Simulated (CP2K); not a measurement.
Two runs for the C K edge of hydroxyacetaldehyde. Run A: CP2K XAS_TDP, all-electron GAPW, PBEh(45%), aug-cc-pVDZ, TDA, no relativity. Run B differs in one setting.

First lines with a strength over 0.0015. A:

| atom | energy (eV) | states | strength, one atom |
| --- | --- | --- | --- |
| C2 (bonded to C, O and H) | 281.40 | 1 | 0.0682 |
|  | 286.75 | 1 | 0.0148 |
|  | 287.25 | 1 | 0.0038 |
|  | 287.59 | 1 | 0.0024 |
|  | 288.57 | 1 | 0.0020 |
| C3 (bonded to C, O and 2 H) | 283.60 | 1 | 0.0071 |
|  | 285.49 | 1 | 0.0163 |
|  | 285.91 | 1 | 0.0191 |
|  | 286.36 | 1 | 0.0170 |
|  | 286.72 | 1 | 0.0112 |

B:

| atom | energy (eV) | states | strength, one atom |
| --- | --- | --- | --- |
| C2 (bonded to C, O and H) | 288.41 | 1 | 0.0665 |
|  | 293.77 | 1 | 0.0144 |
|  | 294.26 | 1 | 0.0037 |
|  | 294.60 | 1 | 0.0024 |
|  | 295.58 | 1 | 0.0019 |
| C3 (bonded to C, O and 2 H) | 290.13 | 1 | 0.0069 |
|  | 292.02 | 1 | 0.0159 |
|  | 292.44 | 1 | 0.0186 |
|  | 292.89 | 1 | 0.0167 |
|  | 293.26 | 1 | 0.0109 |

**Question.** Which was it: GW2X switched on, the basis, scalar relativity switched on, the functional?

GW2X switched on. GW2X shifts an atom's lines together and keeps their spacings. Against PBEh(45%) in aug-cc-pVDZ, the leading lines move by +7.01 eV (C2, to 288.41) and +6.53 eV (C3, to 290.13).

[Hosts, paths, dates, database ids (printed as entryN), source tags and the programs' standing remarks are cut or masked in the printed files.]
